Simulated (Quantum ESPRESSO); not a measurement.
Entries from a set of simulations; values are calculated unless marked as measured.

```json
{"subject": "VCl2O: which magnetic order is lowest", "lattice_ang": [[-1.7589, 1.8211, 6.5445], [1.7589, -1.8211, 6.5445], [1.7589, 1.8211, -6.5445]], "atoms": [["V", 0.5, 0.0, 0.5], ["Cl", 0.6272, 0.6272, 0.0], ["Cl", 0.3728, 0.3728, 0.0], ["O", 0.0, 0.0, 0.0]], "method": "PBEsol; plane waves with GBRV 1.5 PBEsol potentials, no spin-orbit coupling (and 1 further level or step)", "program": "Quantum ESPRESSO 7.5", "settings_of_one_run": "GBRV 1.5 PBEsol, cutoff 544.23 eV, 8×8×8 k-mesh, 42 bands, fermi-dirac occupations, smearing width 0.1 eV, collinear spin, SCF threshold 8.00e-9, mesh matched on, starting moments 2 0 0 0 μB", "cost": "5 runs, 27 min in all on 4 MPI ranks of Intel Xeon Platinum 8488C (Sapphire Rapids), shared host (the runs of this entry)", "notes": "The run is spin-polarised, with a total moment of 1.00 μB a cell (absolute 1.36). Only these 5 starts were compared; other wavevectors, canted and longer-period orders were not. No Hubbard term acts here. In such compounds local and semilocal functionals without one often delocalise the d electrons, and can shrink or lose moments and miss the size, sign and order of the couplings. The smearing term is large for its width, so states at the Fermi level are partly filled: at this level the cell is a metal or has a gap of a few widths at most.", "results": {"lowest_state_found": "ferromagnetic (from ferro +)", "largest_site_moment": "0.808 μB", "next_state_with_moments": "antiferromagnetic, 1.80 meV a seeded atom higher", "state_without_moments": "167 meV a seeded atom higher"}}
```

[Logs and program files are shortened in this print: banners, set-up blocks, solver, clock and traceback lines can be left out without a mark of their own.]

[Logs are printed without paths, hosts, clocks, repeated set-up lines and the standing remarks that a program may print on its own settings, such as how far it seeks lower states.]

[Hosts, paths, dates, database ids (printed as entryN), source tags and the programs' standing remarks are cut or masked in the printed files.]

[Where a cell is said to come from a database of computed structures, the database is the Materials Project.]
